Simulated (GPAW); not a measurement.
**Dielectric function and optical constants of Mg**

Aim: the dielectric function of Mg, and the optical constants that follow from it.

Main program and level: GPAW 26.7.0; DFT, PBE, plane-wave PAW (GPAW data sets), scalar-relativistic, RPA, optical limit.

## Step 1: Starting point

It takes space group P6_3/mmc (No. 194, hexagonal). Conventional cell: a = 3.209 Å, b = 3.209 Å, c = 5.210 Å, α = 90.00°, β = 90.00°, γ = 120.00°. Nearest to Mg lie 12 Mg at 3.20 to 3.21 Å.

Coordinates:

```cif
data_structure
_symmetry_space_group_name_H-M 'P 1'
_symmetry_Int_Tables_number 1
_cell_length_a 3.2093
_cell_length_b 3.2093
_cell_length_c 5.2103
_cell_angle_alpha 90.000
_cell_angle_beta 90.000
_cell_angle_gamma 120.000
_cell_volume 46.47
loop_
_atom_site_label
_atom_site_type_symbol
_atom_site_fract_x
_atom_site_fract_y
_atom_site_fract_z
_atom_site_occupancy
Mg1 Mg 0.66667 0.33333 0.75000 1
Mg2 Mg 0.33333 0.66667 0.25000 1
```

## Step 2: Ground state

First the ground state: is it a metal or has it a gap?

This step: DFT, PBE, plane-wave PAW (GPAW data sets), scalar-relativistic, ground state (GPAW 26.7.0).

Input file gs.py:

```python
from ase import Atoms
from ase.dft.bandgap import bandgap
from gpaw import GPAW, PW, FermiDirac

atoms = Atoms(['Mg', 'Mg'],
              cell=[[3.209300000000, 0.000000000000, 0.000000000000],
                    [-1.604650000000, 2.779335328400, 0.000000000000],
                    [0.000000000000, 0.000000000000, 5.210300000000]],
              scaled_positions=[[0.666666666700, 0.333333333300, 0.750000000000],
                                [0.333333333300, 0.666666666700, 0.250000000000]],
              pbc=[True, True, True])
atoms.calc = GPAW(mode=PW(500), xc='PBE', kpts={'size': (9, 9, 5), 'gamma': True},
                  occupations=FermiDirac(0.05), maxiter=150, txt='gs.txt')
print('energy (eV)', atoms.get_potential_energy())
print('Fermi level (eV)', atoms.calc.get_fermi_level())
print('valence electrons', atoms.calc.get_number_of_electrons())
print('gap (eV)', bandgap(atoms.calc, output=None)[0])
print('direct gap (eV)', bandgap(atoms.calc, direct=True, output=None)[0])
atoms.calc.write('gs.gpw')
```

On the command line:

```
OMP_NUM_THREADS=1 python gs.py
```

Numbers of over 12 decimals in the logs are rounded to 6 here.

Log:

```text
__  _  _
 | _ |_)|_||  |
 |__||  | ||/\| - 26.7.0

Versions:
  Python: 3.12.14
  ASE:    3.29.0
  Numpy:  2.5.5
  Scipy:  1.18.1
  Libxc:  7.0.0

Input parameters:
  mode=PW(ecut=500.0),
  kpts=MonkhorstPack(size=(9, 9, 5), gamma=True),
  maxiter=150,
  occupations=Occupations(name='fermi-dirac', width=0.05, fixmagmom=False),
  xc=XC(name='PBE')

Diagonalizing LCAO Hamiltonian
Converting LCAO to pw mode

           Mg

        Mg

Atoms  # Å, Bohr magnetons
|   | symbol |         x |        y |        z |    initial magnetic moments |
| 0 |     Mg |  1.604650 | 0.926445 | 3.907725 | ( 0.0000,  0.0000,  0.0000) |
| 1 |     Mg | -0.000000 | 1.852890 | 1.302575 | ( 0.0000,  0.0000,  0.0000) |

Unit cell  # Å
| periodic |         x |        y |        z |  lengths |     angles |
|      yes |  3.209300 | 0.000000 | 0.000000 | 3.209300 |  90.000000 |
|      yes | -1.604650 | 2.779335 | 0.000000 | 3.209300 |  90.000000 |
|      yes |  0.000000 | 0.000000 | 5.210300 | 5.210300 | 120.000000 |

Number of symmetries: 12
Symmetry operations  # r_c * U_cc + t_c -> r_c
|    | kind |            matrix            |
|  0 |  σ   |  1, 1, 0,  0,-1, 0,  0, 0, 1 |
|  1 |  S6  |  1, 1, 0, -1, 0, 0,  0, 0,-1 |
|  2 |  E   |  1, 0, 0,  0, 1, 0,  0, 0, 1 |
|  3 |  C2  |  1, 0, 0, -1,-1, 0,  0, 0,-1 |
|  4 |  C2  |  0, 1, 0,  1, 0, 0,  0, 0,-1 |
|  5 |  C3  |  0, 1, 0, -1,-1, 0,  0, 0, 1 |
|  6 |  S6  |  0,-1, 0,  1, 1, 0,  0, 0,-1 |
|  7 |  σ   |  0,-1, 0, -1, 0, 0,  0, 0, 1 |
|  8 |  σ   | -1, 0, 0,  1, 1, 0,  0, 0, 1 |
|  9 |  i   | -1, 0, 0,  0,-1, 0,  0, 0,-1 |
| 10 |  C3  | -1,-1, 0,  1, 0, 0,  0, 0, 1 |
| 11 |  C2  | -1,-1, 0,  0, 1, 0,  0, 0,-1 |

BZ-sampling:
  Number of BZ points: 405
  Number of IBZ points: 50

  Monkhorst-Pack size: [9, 9, 5]
  Monkhorst-Pack shift: [0, 0, 0]

K-points  # in reciprocal-cell coordinates
|     |                                coordinates |     weight |
|   0 | (  0.00000000,   0.00000000,   0.00000000) | 0.00246914 |
|   1 | (  0.00000000,   0.00000000,   0.20000000) | 0.00493827 |
|   2 | (  0.00000000,   0.00000000,   0.40000000) | 0.00493827 |
|   3 | (  0.11111111,   0.00000000,  -0.40000000) | 0.01481481 |
|   4 | (  0.11111111,   0.00000000,  -0.20000000) | 0.01481481 |
|   5 | (  0.11111111,   0.00000000,   0.00000000) | 0.01481481 |
|   6 | (  0.11111111,   0.00000000,   0.20000000) | 0.01481481 |
|   7 | (  0.11111111,   0.00000000,   0.40000000) | 0.01481481 |
|   8 | (  0.22222222,  -0.11111111,   0.00000000) | 0.01481481 |
|   9 | (  0.22222222,  -0.11111111,   0.20000000) | 0.02962963 |
| ... |                                            |            |
|  49 | (  0.44444444,   0.44444444,   0.40000000) | 0.02962963 |

Plane wave coefficients: 1194
Cutoff: 500.0 eV

Spin-components: 1 (collinear spins)
Bands:           16
Projectors:      10
Spin-degeneracy: 2
Datatype:        complex128

Parallelization:
  kpt:    1
  domain: 1
  band:   1

Density:
  Valence electrons: 20.0
  Components: 1
  Grid points: [18 18 27]
  Charge: 0.0  # |e|

Potential:
  Grid points: [18 18 27]

species:
  Mg:
    name:    Magnesium
    id:
    Z:       12.0
    valence: 10
    core:    2
    charge:  0.0  # [|e|]
    compensation charges:
      type: gauss
      rc: 0.33  # [Å]
      lmax: 2
    cutoffs:
      filter: 1.86  # [Å]
      core: 0.54  # [Å]
    projectors
    | kind |    occ | energy [eV] | rcut [Å] |
    |   2s |  2.000 |     -79.840 |    1.090 |
    |   3s |  2.000 |      -4.705 |    1.090 |
    |   2p |  6.000 |     -46.613 |    1.085 |
    |   3p |  0.000 |      -1.330 |    1.085 |
    |    d |        |       0.000 |    1.037 |

    Using partial waves for Mg as LCAO basis

Reference energy: -10899.289777  # eV

eigensolver:
  PPCG
  Converge bands: occupied
  niter=2

density mixing:
  MSR1-Mixer
  Pratt-step length: 0.05
  Maximum mixing coefficient: 0.75
  Old densities: 10
  SVD Regularization: 0.005
  Good broyden scale: 1.0
  Trust region scale: 1.0
  Backstep threshold: 4.0
  History deletion threshold: 6.0
  Fourier metric: weight=20.0, sigma=0.015

occupation numbers:
  Fermi-Dirac:
    width: 0.0500  # eV

poisson solver:
  ecut: 4000.0  # eV

xc functional:
  name: PBE with 2 nearest neighbor stencil

convergence criteria:
- Maximum [total energy] change in last 3 cyles: 0.0005 eV / valence electron
- Maximum integral of absolute [dens]ity change: 0.0001 electrons / valence electron
- Maximum integral of absolute [eigenst]ate change: 4e-08 eV^2 / valence electron
maximum number of iterations: 150

SCF iterations
|iter     |      energy | eigst |  dens |
|iter:   1||   -3.219020 | +0.25 |       |
|iter:   2||   -3.219268 | -2.41 | -1.56 |
|iter:   3||   -3.219378c| -2.40 | -1.58 |
|iter:   4||   -3.221866c| -2.85 | -2.06 |
|iter:   5||   -3.221916c| -4.47 | -3.00 |
|iter:   6||   -3.221922c| -5.45 | -3.74 |
|iter:   7||   -3.221923c| -6.38 | -4.18c|
|iter:   8||   -3.221923c| -7.97c| -6.02c|

Converged in 8 steps
SCF loop duration: 14.076 s (1.760 s/step)
Energy contributions relative to reference atoms: (reference = -10899.289777)

Energy contributions:
  Kinetic:          -3.641004
  Coulomb:           5.881449
  Zero:             -0.048177
  External:          0.000000
  Xc:               -5.410714
  Entropy:          -0.006953
  Spinorbit:         0.000000
  ----------------------------
  Free energy:      -3.225399
  Extrapolated:     -3.221923

dipole moment: (0.000000, 0.000000, 0.000000)  # |e|*Ang

Fermi level: 3.440
Eigenvalues  # (at kpt = [0.000, 0.000, 0.000])
| band index |      eig [eV] | occ [0-2] |
|          0 |       -72.655 |     2.000 |
|        ... |               |           |
|          3 |       -39.421 |     2.000 |
|          4 |       -39.421 |     2.000 |
|          5 |       -39.417 |     2.000 |
|          6 |       -39.416 |     2.000 |
|          7 |       -39.416 |     2.000 |
|          8 |        -3.391 |     2.000 |
|          9 |         1.825 |     2.000 |
|         10 |         2.245 |     2.000 |
|         11 |        14.359 |     0.000 |
|         12 |        14.359 |     0.000 |
|         13 |        14.451 |     0.000 |
|         14 |        14.451 |     0.000 |
|         15 |        16.829 |     0.000 |

No gap
No difference between direct/indirect transitions

--- standard output ---
energy (eV) -3.221923
Fermi level (eV) 3.439933
valence electrons 20.0
gap (eV) 0.0
direct gap (eV) 0.0
```

The job ended after 16 s (1 thread of Arm Neoverse V1, shared host; peak memory 0.15 GiB).

Numbers from this step:

| Property | Result |
| --- | --- |
| energy | -3.222 eV |
| Fermi energy | 3.440 eV |
| electrons | 20 |

There are states at the Fermi level within the smearing, so the occupations stay smeared and the carriers get a Drude term.

## Step 3: Bands for the response

At the fixed density, many empty bands are solved on the mesh of the response, since the spectrum sums over them.

This step: DFT, PBE, plane-wave PAW (GPAW data sets), scalar-relativistic, bands at fixed density (GPAW 26.7.0).

Input file nscf.py:

```python
from ase.dft.bandgap import bandgap
from gpaw import GPAW, FermiDirac

calc = GPAW('gs.gpw').fixed_density(kpts={'size': (18, 18, 9), 'gamma': True}, nbands=52, convergence={'bands': 46},
                                    occupations=FermiDirac(0.05), txt='nscf.txt')
print('gap (eV)', bandgap(calc, output=None)[0])
print('direct gap (eV)', bandgap(calc, direct=True, output=None)[0])
print('top band over the Fermi level (eV)', min(calc.get_eigenvalues(kpt=k)[45] for k in range(len(calc.get_ibz_k_points()))) - calc.get_fermi_level())
calc.write('full.gpw', mode='all')
```

On the command line:

```
OMP_NUM_THREADS=1 python nscf.py
```

Log:

```text
Diagonalizing LCAO Hamiltonian
Converting LCAO to pw mode
convergence criteria:
- Maximum integral of absolute [eigenst]ate change: 4e-08 eV^2 / valence electron
maximum number of iterations: 150

SCF iterations
|iter     |      energy | eigst |  dens |
|iter:   1||             | +3.81 |       |
|iter:   2||             | +2.54 |       |
|iter:   3||             | +1.61 |       |
|iter:   4||             | +0.50 |       |
|iter:   5||             | -0.51 |       |
|iter:   6||             | -1.45 |       |
|iter:   7||             | -2.35 |       |
|iter:   8||             | -3.29 |       |
|iter:   9||             | -4.19 |       |
|iter:  10||             | -5.10 |       |
|iter:  11||             | -5.94 |       |
|iter:  12||             | -6.75 |       |
|iter:  13||             | -7.38 |       |
|iter:  14||             | -7.77c|       |
SCF steps: 14
  __  _  _
 | _ |_)|_||  |
 |__||  | ||/\| - 26.7.0

Versions:
  Python: 3.12.14
  ASE:    3.29.0
  Numpy:  2.5.5
  Scipy:  1.18.1
  Libxc:  7.0.0

Input parameters:
  mode=PW(ecut=500.0),
  convergence={'bands': 46},
  gpts=array([18, 18, 27]),
  kpts=MonkhorstPack(size=(18, 18, 9), gamma=True),
  maxiter=150,
  nbands=52,
  occupations=Occupations(name='fermi-dirac', width=0.05, fixmagmom=False),
  parallel={},
  xc=XC(name='PBE')

--- standard output ---
gap (eV) 0.0
direct gap (eV) 0.0
top band over the Fermi level (eV) 38.087353
```

The job ended after 7.6 min (1 thread; peak memory 0.48 GiB).

## Step 4: Dielectric function, RPA

Local fields let the induced charge screen the field inside the cell, which as a rule lowers ε, most along directions where the density is uneven.

This step: DFT, PBE, plane-wave PAW (GPAW data sets), scalar-relativistic, RPA, optical limit (GPAW 26.7.0).

Input file df.py:

```python
from gpaw.response.df import DielectricFunction

df = DielectricFunction('full.gpw', frequencies={'type': 'nonlinear', 'domega0': 0.03, 'omega2': 8},
                        ecut=50,
                        eta=0.15,
                        nbands=46,
                        rate=0.05,
                        txt='df.txt')
for direction in ['x', 'z']:
    df.get_dielectric_function(xc='RPA', direction=direction, filename=f'df_{direction}.csv')
```

On the command line:

```
OMP_NUM_THREADS=1 python df.py
```

Log:

```text
Using integrator: PointIntegrator
NonLinearFrequencyDescriptor(from 0.000 to 122.319 eV, 557 points)
Nonperiodic BCs:  [False False False]
Using integrator: PointIntegrator
NonLinearFrequencyDescriptor(from 0.000 to 122.319 eV, 557 points)
Nonperiodic BCs:  [False False False]
Using integrator: PointIntegrator

Calculating chi0 body with:
    Ground state adapter containing:
    Number of spins: 1
    Number of kpoints: 2916
    Number of irreducible kpoints: 293
    Number of completely occupied states: 8
    Number of partially occupied states: 12

    Linear response parametrization:
    q_c: [0.0, 0.0, 0.0]
    Number of frequency points: 557
    Planewave cutoff: 50.0
    Number of bands: 46
    Number of planewaves: 37
    Broadening (eta): 0.15

Integrating chi0 body.

Symmetries of q_c:
    Direct symmetries (Uq -> q): 12
    Indirect symmetries (TUq -> q): 0
In total 12 allowed symmetries.

293 groups of equivalent kpoints. 89.951989% reduction.

Integral kind: spectral function

Calculating chi0 optical extensions with:
    Ground state adapter containing:
    Number of spins: 1
    Number of kpoints: 2916
    Number of irreducible kpoints: 293
    Number of completely occupied states: 8
    Number of partially occupied states: 12

    Linear response parametrization:
    Number of frequency points: 557
    Planewave cutoff: 50.0
    Number of bands: 46
    Number of planewaves: 37
    Broadening (eta): 0.15
Integrating chi0 head and wings.

Symmetries of q_c:
    Direct symmetries (Uq -> q): 12
    Indirect symmetries (TUq -> q): 0
In total 12 allowed symmetries.

293 groups of equivalent kpoints. 89.951989% reduction.

Integral kind: spectral function wings

Calculating drude chi0 with:
    Number of frequency points:557
    Plasma frequency decay rate: 0.05 eV

    Ground state adapter containing:
    Number of spins: 1
    Number of kpoints: 2916
    Number of irreducible kpoints: 293
    Number of completely occupied states: 8
    Number of partially occupied states: 12

Symmetries of q_c:
    Direct symmetries (Uq -> q): 12
    Indirect symmetries (TUq -> q): 0
In total 12 allowed symmetries.

293 groups of equivalent kpoints. 89.951989% reduction.

Integral kind: intraband
Plasma frequency:
[[6.92-0.j 0.  -0.j 0.  +0.j]
 [0.  +0.j 6.92-0.j 0.  +0.j]
 [0.  +0.j 0.  +0.j 7.49-0.j]]
```

The job ended after 74 s (1 thread; peak memory 0.22 GiB).

Numbers from this step:

```
centre of weight of the strongest loss peak in the window : 10.39 eV
```

Some rows of df_x.csv (energy; Re and Im without local fields; Re and Im with them):

```text
0.000000, 19468.105912, -0.000000, 19466.214393, -0.000000
0.460735, -144.943482, 101.215786, -147.119028, 99.784946
0.943989, -90.355811, 76.592185, -88.973252, 76.136379
1.451455, -48.160131, 20.224483, -47.756101, 20.287565
1.984998, -26.702217, 7.379458, -26.561715, 7.469429
2.546682, -16.013356, 3.386168, -15.938297, 3.437548
3.138794, -10.251904, 1.736544, -10.217250, 1.771056
3.763875, -6.794258, 0.965199, -6.771821, 0.985091
4.424758, -4.616939, 0.564918, -4.603814, 0.576463
5.124608, -3.196349, 0.352863, -3.190093, 0.364006
5.866977, -2.162456, 0.275341, -2.151065, 0.281868
6.655862, -1.454606, 0.172827, -1.448461, 0.177369
7.495775, -0.930025, 0.131742, -0.924294, 0.135631
8.391833, -0.541228, 0.088637, -0.538081, 0.092681
9.349861, -0.236806, 0.067728, -0.234280, 0.071616
10.376517, -0.003135, 0.051394, -0.001284, 0.055679
11.479449, 0.191216, 0.037869, 0.192801, 0.040062
12.667487, 0.340274, 0.033044, 0.342623, 0.035407
13.950874, 0.459319, 0.024075, 0.460435, 0.026709
```

The Im ε has structure finer than the step of the table below, so its rows give means over 0.5 eV, whole bins alone (the curve runs from 0.305 to 14.0 eV). Peaks (eV: height): E ∥ x 0.72: 143.

Sum at mesh points, not converged in k. Table of Im ε by photon energy; means over each step:

```tsv
photon energy (eV)	E ∥ x	E ∥ z
1.0	72.7	56.0
1.5	19.6	14.5
2.0	7.67	6.19
2.5	3.73	3.90
3.0	2.08	1.90
3.5	1.28	1.06
4.0	0.838	0.681
4.5	0.556	0.557
5.0	0.418	0.422
5.5	0.302	0.284
6.0	0.260	0.212
6.5	0.190	0.162
7.0	0.161	0.146
7.5	0.136	0.129
8.0	0.120	0.0935
8.5	0.0909	0.0750
9.0	0.0875	0.0637
9.5	0.0699	0.0722
10.0	0.0683	0.0631
10.5	0.0537	0.0449
11.0	0.0512	0.0442
11.5	0.0416	0.0430
12.0	0.0401	0.0403
12.5	0.0348	0.0349
13.0	0.0334	0.0284
13.5	0.0290	0.0270
```

Values under 1 per cm are given as 1; sum at mesh points, not converged in k. Absorption coefficient against photon energy:

```tsv
photon energy (eV)	E ∥ x (1/cm)	E ∥ z (1/cm)
0.5	5.7e5	8.0e5
1.0	9.9e5	1.0e6
1.5	1.0e6	1.1e6
2.0	1.0e6	1.0e6
2.5	1.0e6	1.1e6
3.0	1.0e6	1.1e6
3.5	1.0e6	1.0e6
4.0	9.9e5	1.0e6
4.5	9.6e5	9.8e5
5.0	9.4e5	9.7e5
5.5	9.0e5	9.4e5
6.0	8.7e5	9.0e5
6.5	8.3e5	8.6e5
7.0	7.8e5	8.2e5
7.5	7.3e5	7.8e5
8.0	6.8e5	7.2e5
8.5	6.1e5	6.6e5
9.0	5.3e5	5.7e5
9.5	4.3e5	4.8e5
10.0	3.0e5	3.9e5
10.5	1.3e5	2.1e5
11.0	85008	89296
11.5	52780	62214
12.0	48550	50623
12.5	38871	41570
13.0	35846	31047
13.5	29772	28890
```

Sum at mesh points, not converged in k. Reflectivity at normal incidence against photon energy; read off at these points:

```tsv
photon energy (eV)	E ∥ x (%)	E ∥ z (%)
0.50	89.0	90.7
1.00	88.2	91.9
1.50	89.7	92.5
2.00	90.4	92.1
2.50	90.6	90.8
3.00	90.6	92.3
3.50	90.5	92.9
4.00	90.3	92.6
4.24	91.2	92.2
4.50	90.8	91.6
5.00	90.3	91.1
5.50	90.2	91.5
6.00	88.5	91.6
6.50	89.1	91.6
7.00	87.6	89.6
7.50	86.4	88.3
8.00	84.4	89.3
8.50	84.7	88.2
9.00	79.4	86.7
9.50	77.3	79.0
10.00	65.0	75.3
10.50	44.3	64.4
11.00	24.0	31.2
11.50	14.8	18.4
12.00	10.6	13.0
12.50	7.54	9.31
13.00	5.83	6.90
13.50	4.49	5.20
```

The Im ε, E ∥ x has structure finer than the step of the table below, so its rows give means over 0.5 eV, whole bins alone (the curve runs from 0.305 to 14.0 eV). Peaks (eV: height): without local fields 0.72: 146; with local fields 0.72: 143.

Sum at mesh points, not converged in k. The Im ε, E ∥ x by photon energy; means over each step:

```tsv
photon energy (eV)	without local fields	with local fields
1.0	73.2	72.7
1.5	19.5	19.6
2.0	7.57	7.67
2.5	3.68	3.73
3.0	2.04	2.08
3.5	1.25	1.28
4.0	0.817	0.838
4.5	0.545	0.556
5.0	0.406	0.418
5.5	0.296	0.302
6.0	0.253	0.260
6.5	0.184	0.190
7.0	0.157	0.161
7.5	0.133	0.136
8.0	0.114	0.120
8.5	0.0875	0.0909
9.0	0.0831	0.0875
9.5	0.0666	0.0699
10.0	0.0643	0.0683
10.5	0.0502	0.0537
11.0	0.0474	0.0512
11.5	0.0391	0.0416
12.0	0.0368	0.0401
12.5	0.0325	0.0348
13.0	0.0304	0.0334
13.5	0.0264	0.0290
```

The loss function −Im 1/ε at q → 0 has structure finer than the step of the table below, so its rows give means over 0.5 eV, whole bins alone (the curve runs from 0.305 to 14.0 eV). Peaks (eV: height): E ∥ x 10.38: 18.0; E ∥ z 10.59: 23.3.

Sum at mesh points, not converged in k. Table of loss function −Im 1/ε at q → 0 by energy loss; means over each step:

```tsv
energy loss (eV)	E ∥ x	E ∥ z
1.0	0.00578	0.00393
1.5	0.00779	0.00560
2.0	0.00999	0.00836
2.5	0.0127	0.0120
3.0	0.0157	0.0125
3.5	0.0192	0.0141
4.0	0.0233	0.0177
4.5	0.0281	0.0256
5.0	0.0354	0.0309
5.5	0.0444	0.0353
6.0	0.0623	0.0433
6.5	0.0756	0.0546
7.0	0.108	0.0824
7.5	0.159	0.118
8.0	0.241	0.147
8.5	0.371	0.225
9.0	0.764	0.424
9.5	1.86	1.19
10.0	7.35	3.03
10.5	13.2	15.3
11.0	3.54	6.99
11.5	1.09	1.72
12.0	0.593	0.821
12.5	0.332	0.435
13.0	0.239	0.245
13.5	0.162	0.173
```

From ε follow the optical constants at some laser and lamp lines:

```tsv
wavelength (nm)	n x	k x	R (%) x	1/α x	n z	k z	R (%) z	1/α z
1064	2.38	8.722	89.1	9.7 nm	1.70	8.985	92.3	9.4 nm
800	1.28	6.626	89.6	9.6 nm	0.93	6.736	92.4	9.5 nm
532	0.52	4.411	90.5	9.6 nm	0.55	4.434	90.0	9.5 nm
450	0.36	3.694	90.7	9.7 nm	0.34	3.811	91.7	9.4 nm
405	0.29	3.298	90.7	9.8 nm	0.25	3.403	92.5	9.5 nm
365	0.24	2.930	90.6	9.9 nm	0.20	3.032	92.4	9.6 nm
308	0.17	2.421	90.3	10 nm	0.14	2.469	92.6	9.9 nm
```

In reflection the computed colour is near white: x = 0.313, y = 0.328, luminous reflectivity 91 %.

## Step 5: Outcome

| Property | Result |
| --- | --- |
| centre of weight of the strongest loss peak in the window, first axis | 10.4 eV |

What this shows: At this level (PBE, RPA) Mg is a metal. The mesh is too coarse to trust the carriers' weight, the reflectivity or the colour to better than tens of per cent. In reflection the computed colour is near white: x = 0.313, y = 0.328, luminous reflectivity 91 %. The carriers' damping of 0.05 eV is typed, not computed; it shapes the response at the lowest energies. GPAW's carrier term has the form −ωp²/(ω + i·rate)², which damps like twice the rate and fails at low energy, so the curves leave the lowest energies out. The sum runs over mesh points 0.13 Å⁻¹ apart with no interpolation, so peaks are partly noise of the mesh, and the Drude plasma energy, a sum over the Fermi surface, isn't converged.

[Machine, clock and banner lines and Python warnings are left out of the logs.]

[Logs are printed without paths, hosts, clocks, repeated set-up lines and the standing remarks that a program may print on its own settings, such as how far it seeks lower states.]

[Hosts, paths, dates, database ids (printed as entryN), source tags and the programs' standing remarks are cut or masked in the printed files.]
